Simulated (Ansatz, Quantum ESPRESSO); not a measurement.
# Work function of Ba(110), 5 layers, one monolayer of In on hollow sites, part 2 of 8

Wanted: work functions and the surface dipole of Ba(110), 5 layers, one monolayer of In on hollow sites at several levels, with their cost.

Quantum ESPRESSO 7.5; plane-wave DFT, PBE, GBRV ultrasoft pseudopotentials; geometry and cross-check by Ansatz 0.2.0 with PAW datasets.

So far. Step 2 (Relaxation with Ansatz): The relaxation lowers the energy by 8 meV an atom. Held were the atoms numbered 1, 2 and 3; the forces quoted are those on the free ones.

### Step 3. Self-consistent run

A dipole correction (tefield, dipfield, eamp = 0) lets each face keep its own vacuum level; its ramp sits in the vacuum at emaxpos, and symmetry is switched off.

Level of this step: plane-wave DFT, PBE, GBRV ultrasoft pseudopotentials (Quantum ESPRESSO 7.5).

File scf.in:

```
&control
  prefix = 'scf'
  outdir = './out'
  pseudo_dir = './pseudo'
  calculation = 'scf'
  tprnfor = .true.
  tefield = .true.
  dipfield = .true.
/
&system
  ibrav = 0
  nat = 6
  ntyp = 2
  ecutwfc = 40
  ecutrho = 200
  occupations = 'smearing'
  smearing = 'mv'
  degauss = 0.02
  edir = 3
  emaxpos = 0.97
  eopreg = 0.04
  eamp = 0.0
/
&electrons
  conv_thr = 1e-07
  mixing_beta = 0.4
  electron_maxstep = 120
  mixing_mode = 'local-TF'
/
ATOMIC_SPECIES
  Ba  137.3270  ba_pbe_v1.uspp.F.UPF
  In  114.8180  in_pbe_v1.4.uspp.F.UPF
CELL_PARAMETERS angstrom
  3.54967604160000 -2.51000000000000 0.00000000000000
  3.54967604160000 2.51000000000000 0.00000000000000
  0.00000000000000 0.00000000000000 33.19870416620000
ATOMIC_POSITIONS crystal
  Ba  0.000000000000 0.000000000000 0.250009758200
  Ba  0.500000000000 0.500000000000 0.356931884500
  Ba  0.000000000000 0.000000000000 0.463854010900
  Ba  0.492663117817 0.492663117817 0.570471841121
  Ba  0.017878573520 0.017878573520 0.678625598570
  In  0.411704114571 0.411704114571 0.750290150269
K_POINTS automatic
  8 8 1 0 0 0
```

Command:

```bash
$ OMP_NUM_THREADS=1 mpirun -n 4 pw.x -nk 4 -in scf.in > scf.out
```

Log:

```text
Program PWSCF v.7.5 starts
[citation notice left out]

     Parallel version (MPI & OpenMP), running on       4 processor cores
     Number of MPI processes:                 4
     Threads/MPI process:                     1

     MPI processes distributed on     1 nodes
[...]
Current dimensions of program PWSCF are:
     Max number of different atomic species (ntypx) = 10
     Max number of k-points (npk) =  40000
     Max angular momentum in pseudopotentials (lmaxx) =  4
     Presently no symmetry can be used with electric field

     K-points division:     npool     =       4
     Subspace diagonalization in iterative solution of the eigenvalue problem:
     a serial algorithm will be used

     G-vector sticks info
     --------------------
     sticks:   dense  smooth     PW     G-vecs:    dense   smooth      PW
     Sum        1019     809    241               190873   136493   22137

     Using Slab Decomposition

     bravais-lattice index     =            0
     lattice parameter (alat)  =       8.2155  a.u.
     unit-cell volume          =    3992.1805 (a.u.)^3
     number of atoms/cell      =            6
     number of atomic types    =            2
     number of electrons       =        63.00
     number of Kohn-Sham states=           38
     kinetic-energy cutoff     =      40.0000  Ry
     charge density cutoff     =     200.0000  Ry
     scf convergence threshold =      1.0E-07
     mixing beta               =       0.4000
     number of iterations used =            8  local-TF  mixing
     Exchange-correlation=  SLA  PW   PBX  PBC
                           (   1   4   3   4   0   0   0)

     celldm(1)=   8.215485  celldm(2)=   0.000000  celldm(3)=   0.000000
     celldm(4)=   0.000000  celldm(5)=   0.000000  celldm(6)=   0.000000

     crystal axes: (cart. coord. in units of alat)
               a(1) = (   0.816497  -0.577350   0.000000 )
               a(2) = (   0.816497   0.577350   0.000000 )
               a(3) = (   0.000000   0.000000   7.636367 )

     reciprocal axes: (cart. coord. in units 2 pi/alat)
               b(1) = (  0.612372 -0.866025  0.000000 )
               b(2) = (  0.612372  0.866025 -0.000000 )
               b(3) = ( -0.000000  0.000000  0.130952 )

     PseudoPot. # 1 for Ba read from file:
     ./pseudo/ba_pbe_v1.uspp.F.UPF
     Pseudo is Ultrasoft + core correction, Zval = 10.0
     Generated by new atomic code, or converted to UPF format
     Using radial grid of  907 points,  7 beta functions with:
                l(1) =   0
                l(2) =   0
                l(3) =   1
                l(4) =   1
                l(5) =   2
                l(6) =   2
                l(7) =   3
     Q(r) pseudized with  6 coefficients,  rinner =    1.700   1.700   1.700
                                                       1.700   1.700   1.700
                                                       1.700

     PseudoPot. # 2 for In read from file:
     ./pseudo/in_pbe_v1.4.uspp.F.UPF
     Pseudo is Ultrasoft + core correction, Zval = 13.0
     Generated by new atomic code, or converted to UPF format
     Using radial grid of  889 points,  6 beta functions with:
                l(1) =   0
                l(2) =   0
                l(3) =   1
                l(4) =   1
                l(5) =   2
                l(6) =   2
     Q(r) pseudized with  6 coefficients,  rinner =    1.400   1.400   1.400
                                                       1.400   1.400

     atomic species   valence    mass     pseudopotential
     Ba               10.00   137.32700     Ba( 1.00)
     In               13.00   114.81800     In( 1.00)

     No symmetry found

   Cartesian axes

     site n.     atom                  positions (alat units)
         1        Ba     tau(   1) = (   0.0000000   0.0000000   1.9091662  )
         2        Ba     tau(   2) = (   0.8164966   0.0000000   2.7256628  )
         3        Ba     tau(   3) = (   0.0000000   0.0000000   3.5421594  )
         4        Ba     tau(   4) = (   0.8045155  -0.0000000   4.3563323  )
         5        Ba     tau(   5) = (   0.0291956   0.0000000   5.1822340  )
         6        In     tau(   6) = (   0.6723100  -0.0000000   5.7294908  )

     number of k points=    34  Marzari-Vanderbilt smearing, width (Ry)=  0.0200
                       cart. coord. in units 2pi/alat
        k(    1) = (   0.0000000   0.0000000   0.0000000), wk =   0.0312500
        k(    2) = (   0.0765466   0.1082532   0.0000000), wk =   0.0625000
        k(    3) = (   0.1530931   0.2165064   0.0000000), wk =   0.0625000
        k(    4) = (   0.2296397   0.3247595   0.0000000), wk =   0.0625000
        k(    5) = (  -0.3061862  -0.4330127   0.0000000), wk =   0.0312500
        k(    6) = (   0.0765466  -0.1082532   0.0000000), wk =   0.0625000
        k(    7) = (   0.1530931   0.0000000   0.0000000), wk =   0.0625000
        k(    8) = (   0.2296397   0.1082532   0.0000000), wk =   0.0625000
        k(    9) = (   0.3061862   0.2165064   0.0000000), wk =   0.0625000
        k(   10) = (  -0.2296397  -0.5412659   0.0000000), wk =   0.0625000
[...]
k(   34) = (  -0.6123724   0.0000000   0.0000000), wk =   0.0312500

     Dense  grid:   190873 G-vectors     FFT dimensions: (  40,  40, 288)

     Smooth grid:   136493 G-vectors     FFT dimensions: (  36,  36, 256)

     Estimated max dynamical RAM per process >     524.02 MB

     Estimated total dynamical RAM >       1.91 GB

     Initial potential from superposition of free atoms

     starting charge      61.4250, renormalised to      63.0000

     negative rho (up, down):  4.847E-01 0.000E+00

     Adding external electric field

     Computed dipole along edir(3) :
        Dipole               21.6467 Ry au,         55.0205 Debye
        Dipole field          0.0681 Ry au,

        Potential amp.       -8.2075 Ry
        Total length         60.2270 bohr

     Starting wfcs are   74 randomized atomic wfcs

     total cpu time spent up to now is        7.3 secs

     per-process dynamical memory:   217.7 Mb

     Self-consistent Calculation

     iteration #  1     ecut=    40.00 Ry     beta= 0.40
     Davidson diagonalization with overlap
     c_bands:  1 eigenvalues not converged
     c_bands:  1 eigenvalues not converged
     ethr =  1.00E-02,  avg # of iterations = 19.8

     negative rho (up, down):  2.363E+00 0.000E+00

     Adding external electric field

     Computed dipole along edir(3) :
        Dipole              -71.1359 Ry au,       -180.8093 Debye
[...]
total energy              =    -484.79581965 Ry
     estimated scf accuracy    <       0.00017413 Ry

     iteration #105     ecut=    40.00 Ry     beta= 0.40
[...]
negative rho (up, down):  4.402E-01 0.000E+00

[...]
Dipole               -0.2572 Ry au,         -0.6537 Debye
[...]
total energy              =    -484.79583441 Ry
     estimated scf accuracy    <       0.00001885 Ry

     iteration #106     ecut=    40.00 Ry     beta= 0.40
[...]
negative rho (up, down):  4.401E-01 0.000E+00

[...]
Dipole               -0.2556 Ry au,         -0.6497 Debye
[...]
total energy              =    -484.79583244 Ry
     estimated scf accuracy    <       0.00001761 Ry

     iteration #107     ecut=    40.00 Ry     beta= 0.40
[...]
negative rho (up, down):  4.402E-01 0.000E+00

[...]
Dipole               -0.2558 Ry au,         -0.6502 Debye
[...]
total energy              =    -484.79582774 Ry
     estimated scf accuracy    <       0.00001681 Ry

     iteration #108     ecut=    40.00 Ry     beta= 0.40
[...]
negative rho (up, down):  4.402E-01 0.000E+00

[...]
Dipole               -0.2546 Ry au,         -0.6471 Debye
[...]
total energy              =    -484.79583035 Ry
     estimated scf accuracy    <       0.00008366 Ry

     iteration #109     ecut=    40.00 Ry     beta= 0.40
[...]
negative rho (up, down):  4.402E-01 0.000E+00

[...]
Dipole               -0.2538 Ry au,         -0.6450 Debye
[...]
total energy              =    -484.79583387 Ry
     estimated scf accuracy    <       0.00003662 Ry

     iteration #110     ecut=    40.00 Ry     beta= 0.40
[...]
negative rho (up, down):  4.402E-01 0.000E+00

[...]
Dipole               -0.2542 Ry au,         -0.6462 Debye
[...]
total energy              =    -484.79583390 Ry
     estimated scf accuracy    <       0.00002354 Ry

     iteration #111     ecut=    40.00 Ry     beta= 0.40
[...]
negative rho (up, down):  4.402E-01 0.000E+00

[...]
Dipole               -0.2542 Ry au,         -0.6460 Debye
[...]
total energy              =    -484.79583412 Ry
     estimated scf accuracy    <       0.00000011 Ry

     iteration #112     ecut=    40.00 Ry     beta= 0.40
[...]
negative rho (up, down):  4.403E-01 0.000E+00

[...]
Dipole               -0.2539 Ry au,         -0.6453 Debye
[...]
End of self-consistent calculation

          k = 0.0000 0.0000 0.0000 ( 17127 PWs)   bands (ev):

   -26.9353 -26.5816 -26.5409 -26.5047 -26.3750 -12.4858 -12.4592 -12.4330
   -12.4245 -12.4064 -12.2065 -11.9247 -11.9191 -11.8719 -11.7675 -11.6515
   -11.6131 -11.5869 -11.5516 -11.5386 -11.5223 -11.5111 -11.4796 -11.4021
   -11.3676  -3.1818  -0.2793   0.0995   0.6235   1.0740   1.3395   2.7512
     3.0366   3.1261   3.1422   3.3415   3.3894   3.5399

          k = 0.0765 0.1083 0.0000 ( 17092 PWs)   bands (ev):

   -26.9323 -26.5780 -26.5378 -26.5021 -26.3718 -12.4882 -12.4578 -12.4354
   -12.4221 -12.4060 -12.1986 -11.9623 -11.9025 -11.8897 -11.7739 -11.6716
   -11.6471 -11.5761 -11.5728 -11.5633 -11.5400 -11.5262 -11.4979 -11.4383
   -11.3825  -3.0788  -0.0707   0.2925   0.8080   1.2693   1.5476   2.7784
     2.8401   3.0393   3.1249   3.2556   3.3263   3.4398

          k = 0.1531 0.2165 0.0000 ( 17086 PWs)   bands (ev):

   -26.9248 -26.5693 -26.5301 -26.4958 -26.3642 -12.4930 -12.4558 -12.4403
   -12.4182 -12.4036 -12.1807 -12.0728 -11.9052 -11.8714 -11.8244 -11.7532
   -11.7081 -11.6442 -11.6094 -11.5919 -11.5659 -11.5386 -11.5179 -11.5036
   -11.3907  -2.8074   0.4821   0.7724   1.2199   1.6986   2.0101   2.3239
     2.7582   2.9139   2.9355   3.1026   3.1822   3.2455

          k = 0.2296 0.3248 0.0000 ( 17040 PWs)   bands (ev):

   -26.9174 -26.5605 -26.5225 -26.4896 -26.3565 -12.4961 -12.4551 -12.4445
   -12.4170 -12.3989 -12.1857 -12.1643 -11.9205 -11.9100 -11.8940 -11.8207
   -11.7716 -11.6939 -11.6511 -11.6271 -11.5856 -11.5447 -11.5135 -11.5116
   -11.3962  -2.4847   1.1160   1.2190   1.4065   1.7076   2.0580   2.2793
     2.7387   2.8782   2.9776   3.0197   3.1131   3.1385

          k =-0.3062-0.4330 0.0000 ( 16988 PWs)   bands (ev):

   -26.9143 -26.5569 -26.5193 -26.4870 -26.3533 -12.4968 -12.4553 -12.4460
   -12.4169 -12.3967 -12.2303 -12.1602 -11.9563 -11.9367 -11.9092 -11.8558
   -11.7950 -11.6744 -11.6725 -11.6453 -11.6005 -11.5344 -11.5202 -11.5070
   -11.3986  -2.3257   1.0443   1.5259   1.5597   1.7383   1.8095   2.3655
     2.7259   2.8097   2.9566   3.0187   3.0782   3.1707

          k = 0.0765-0.1083 0.0000 ( 17092 PWs)   bands (ev):

   -26.9323 -26.5780 -26.5378 -26.5021 -26.3718 -12.4882 -12.4578 -12.4354
   -12.4221 -12.4060 -12.1986 -11.9623 -11.9025 -11.8897 -11.7739 -11.6716
   -11.6471 -11.5761 -11.5728 -11.5633 -11.5400 -11.5262 -11.4979 -11.4383
   -11.3825  -3.0788  -0.0707   0.2925   0.8080   1.2693   1.5476   2.7784
     2.8400   3.0392   3.1249   3.2558   3.3262   3.4402

[...]
the Fermi energy is     2.3327 ev

!    total energy              =    -484.79583410 Ry
     estimated scf accuracy    <       0.00000004 Ry
     smearing contrib. (-TS)   =       0.00080527 Ry
     internal energy E=F+TS    =    -484.79663937 Ry

     The total energy is F=E-TS. E is the sum of the following terms:
     one-electron contribution =   -1364.58451577 Ry
     hartree contribution      =     693.36048783 Ry
     xc contribution           =    -175.64576321 Ry
     ewald contribution        =     362.07294889 Ry
     electric field correction =       0.00020289 Ry

     convergence has been achieved in 112 iterations

     negative rho (up, down):  4.403E-01 0.000E+00

     Forces acting on atoms (cartesian axes, Ry/au):

     atom    1 type  1   force =     0.00001357    0.00000021    0.00212177
     atom    2 type  1   force =     0.00000518    0.00000019   -0.00257302
     atom    3 type  1   force =    -0.00010350   -0.00000036    0.00053909
     atom    4 type  1   force =     0.00016620    0.00000003   -0.00024067
     atom    5 type  1   force =    -0.00041632    0.00000021    0.00033255
     atom    6 type  2   force =     0.00033487   -0.00000027   -0.00017972

     Total force =     0.003455     Total SCF correction =     0.000445
     SCF correction compared to forces is large: reduce conv_thr to get better values

[...]
=------------------------------------------------------------------------------=
   JOB DONE.
=------------------------------------------------------------------------------=
[key lines of the parts left out:]
Dipole field         -0.0008 Ry au,
```

Wall time 26 min (4 MPI ranks of Arm Neoverse V2, shared host); peak memory 2 GiB; 1.7 h of CPU time.

Read from the output:

- free energy: -6595.9833 eV
- Fermi energy: 2.333 eV
- dipole along the normal: -0.1343 e·Å

The program's own clock; routines nest. Time by routine:

```
     routine  wall time (s)   calls
       PWSCF           1554       1
   electrons           1545       1
     c_bands           1202     112
     cegterg           1068    1035
       h_psi          743.7    5163
        fftw            565  269838
    vloc_psi            543    5163
    sum_band          186.4     112
      calbec          131.8    6207
  add_vuspsi          99.44    5163
h_psi:calbec          99.19    5163
       s_psi          98.98    5163
     mix_rho          85.62     112
        newd          49.96     113
```

The run needed 112 iterations to bring the estimated error under 1e-07 Ry; the largest force on any atom, held or free, is 0.07 eV/Å.

### Step 4. Electrostatic potential

plot_num = 11 writes the bare and Hartree potential. It leaves out exchange and correlation, which fade slowly, so it flattens close to the surface.

File pot.in:

```
&inputpp
  prefix = 'scf'
  outdir = './out'
  filplot = 'pot.dat'
  plot_num = 11
/
```

Command:

```bash
$ OMP_NUM_THREADS=1 mpirun -n 4 pp.x -in pot.in > pot.out
```

Log:

```text
[banner, memory and clock lines left out]
Program POST-PROC v.7.5 starts

          URL

     ./out/scf.save/

     IMPORTANT: XC functional enforced from input :
     Exchange-correlation= PBE
                           (   1   4   3   4   0   0   0)
     Any further DFT definition will be discarded
     Please, verify this is what you really want

     negative rho (up, down):  4.403E-01 0.000E+00

     Adding external electric field

     Computed dipole along edir(3) :
        Dipole               -0.2539 Ry au,         -0.6453 Debye
        Dipole field         -0.0008 Ry au,

        Potential amp.        0.0963 Ry
        Total length         60.2270 bohr

     Calling punch_plot, plot_num =  11

     Adding external electric field

     Computed dipole along edir(3) :
        Dipole               -0.2539 Ry au,         -0.6453 Debye
        Dipole field         -0.0008 Ry au,

        Potential amp.        0.0963 Ry
        Total length         60.2270 bohr

     Writing data to file  pot.dat
     Message from routine chdens:
     namelist plot not found or invalid, exiting
```

Run time: 1.5 s. Hardware: 4 MPI ranks; peak memory 0.3 GiB.

Read from the output:

- work function of the upper face: 3.776 eV
- slope of the potential above: 3.62e-4 eV/Å
- upper vacuum line continued to the top atoms, over the Fermi level: 3.774 eV
- work function of the lower face: 2.410 eV
- slope of the potential below: -0.002944 eV/Å
- lower vacuum line continued to the bottom atoms, over the Fermi level: 2.393 eV

Electrostatic potential energy of an electron, with the sawtooth; zero at the Fermi level. The potential energy, planar mean by z:

z (Å), potential energy, planar mean (eV) and a bar from the least value:
```
        0       2.75 ###########################
        1       2.41 ##########################
        2       2.41 ##########################
        3       2.41 ##########################
        4       2.40 ##########################
        5       2.32 ##########################
        6       1.91 #########################
        7      -0.08 ###################
        8      -5.83 ###
        9      -3.43 ##########
       10       1.45 #######################
       11      -2.16 #############
       12      -5.90 ##
       13      -0.16 ###################
       14       0.87 ######################
       15      -5.23 ####
       16      -4.08 ########
       17       1.35 #######################
       18      -1.54 ###############
       19      -6.05 ##
       20      -0.79 #################
       21       1.16 #######################
       22      -4.47 #######
       23      -4.76 ######
       24      -1.03 ################
       25      -6.76 
       26       1.90 #########################
       27       3.59 #############################
       28       3.76 ##############################
       29       3.77 ##############################
       30       3.78 ##############################
       31       3.78 ##############################
       32       3.78 ##############################
       33       2.96 ############################
```

Electrostatic potential energy in the ca plane at fractional y = 0.000, with atoms of Ba within 0.2 Å of it. With pseudopotentials it is smooth inside the atoms' cores, unlike the true potential.

Values in eV, 6 rows by 16 columns, each cell a mean:
```
-21  -2   2   2   2  -3 -21 -21  -3   3   4   4   4   4   4   4
 -7   1   2   1   2   1  -6  -6   1   3   3   4   4   4   4   4
  1   2   2   1   2   2   1   1   2   2   3   4   4   4   4   4
  0   2   2   1   2   2  -2  -1   2   3   3   4   4   4   4   4
-12   0   2   2   2  -1 -15 -15  -1   3   4   4   4   4   4   4
-23  -3   2   2   2  -4 -24 -24  -4   3   4   4   4   4   4   4
```
Columns run along c (16.0 Å, from fractional 0.47 to 0.96 of the cell; values clipped at the 3rd and 97th percentile), rows up along a (4.3 Å). Atoms in or near the plane, at fractional coordinates: Ba at (0.68, 0.02).

The vacuum is flat to 2.9 meV/Å, so its level is well defined. Inside the slab the curve depends on the local part of the pseudopotentials; only the vacuum level has a meaning of its own.

[end of part 2 of 8]

[Logs are printed without paths, hosts, clocks, repeated set-up lines and the standing remarks that a program may print on its own settings, such as how far it seeks lower states.]

[Hosts, paths, dates, database ids (printed as entryN), source tags and the programs' standing remarks are cut or masked in the printed files.]

[Maps of the electrostatic potential energy from Ansatz leave out the sawtooth potential of an applied field or a dipole correction, so their vacuum need not be flat; planar profiles and work functions include it.]
